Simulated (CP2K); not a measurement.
Two runs for the C K edge of dimethyl sulfoxide. Run A: CP2K XAS_TDP, all-electron GAPW, PBEh(45%), aug-cc-pVDZ, TDA, no relativity. Run B differs in one setting.

First lines with a strength over 0.0015. A:

| atom | energy (eV) | states | strength, one atom |
| --- | --- | --- | --- |
| C1 (bonded to S and 3 H), 2 alike | 283.91 | 1 | 0.0435 |
|  | 285.16 | 1 | 0.0236 |
|  | 285.26 | 1 | 0.0210 |
|  | 285.55 | 1 | 0.0032 |
|  | 286.11 | 1 | 0.0059 |

B:

| atom | energy (eV) | states | strength, one atom |
| --- | --- | --- | --- |
| C1 (bonded to S and 3 H), 2 alike | 289.83 | 1 | 0.0426 |
|  | 291.08 | 1 | 0.0232 |
|  | 291.19 | 1 | 0.0206 |
|  | 291.48 | 1 | 0.0032 |
|  | 292.04 | 1 | 0.0058 |

**Question.** Which was it: the functional, the basis, scalar relativity switched on, GW2X switched on?

GW2X switched on. GW2X shifts an atom's lines together and keeps their spacings. Against PBEh(45%) in aug-cc-pVDZ, the leading line moves by +5.92 eV, to 289.83 eV.

[Hosts, paths, dates, database ids (printed as entryN), source tags and the programs' standing remarks are cut or masked in the printed files.]
